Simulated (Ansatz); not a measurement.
# Gap against strain: armchair BAs nanoribbon (N = 5, H edges)

**Method.** Ansatz 0.2.0, plane waves with PAW datasets, PBE, Fermi-Dirac smearing of 0.05 eV, no spin-orbit coupling. The period is scaled from its relaxed value of 5.887 Å and the atoms relax, within the symmetry of the start, at each strain ε (in %); gaps, in eV, are read on a band path.

```
period (Å)  energy (eV a cell)  place of the conduction minimum (Γ = 0, Z = 1)   ε     gap
     5.651              +0.219                                            0.00  −4  0.9608
     5.887               0.000                                            0.00   0  0.9185
     6.005              +0.052                                            0.00   2  0.9146
     6.122              +0.202                                            0.00   4  0.9202
     6.240              +0.443                                            0.00   6  0.9336
```

One run is withheld: period (Å) = 5.769, with ε = −2. Fit a straight line gap = a + b × ε to the 5 rows shown and predict it.

**Fit.** The means are 1.6 for ε and 0.9295 for gap. The sum of products of deviations is −0.1681 and the sum of squares in ε is 59.2, so b = −0.1681 / 59.2 = −0.002839 and a = 0.9295 − (−0.002839) × 1.6 = 0.9341. The residuals' standard deviation, with 3 degrees of freedom, is σ = 0.018.

**Prediction.** gap = 0.9341 + (−0.002839) × −2 = 0.9397. The run gave 0.9327, so the prediction less the run is +0.0071. The standard error of a prediction there, σ√(1 + 1/5 + (−2 − 1.6)²/59.2), is 0.021, and the miss is 0.33 times that, for a point between the fitted rows. With so few rows σ is itself uncertain. The slope is only 1.2 times its own standard error, so the line says little more than the mean does.

The gap does not move one way: it turns somewhere between ε = 0 and 4 %, and the true extreme can lie between the rows, beyond the values shown.

Caveats: Kohn-Sham gaps of a wire among periodic images, which in a check on one flat ribbon (7 Å apart) lowered the gap by 0.2 eV and flattened the slope; the slope b × 100 is a mean deformation potential of the gap, in eV per unit strain. Between neighbouring runs it lies between −1.4 and 0.7 eV, so a bend, a kink or scatter between runs makes one line a rough account. The unstrained row comes from a denser mesh than the others, which shifts its energy a little. Series of this kind are told only where this holds: a gap at every strain (compound wires with polar facets were set aside first). 88 of 101 did.

[Logs are printed without paths, hosts, clocks, repeated set-up lines and the standing remarks that a program may print on its own settings, such as how far it seeks lower states.]
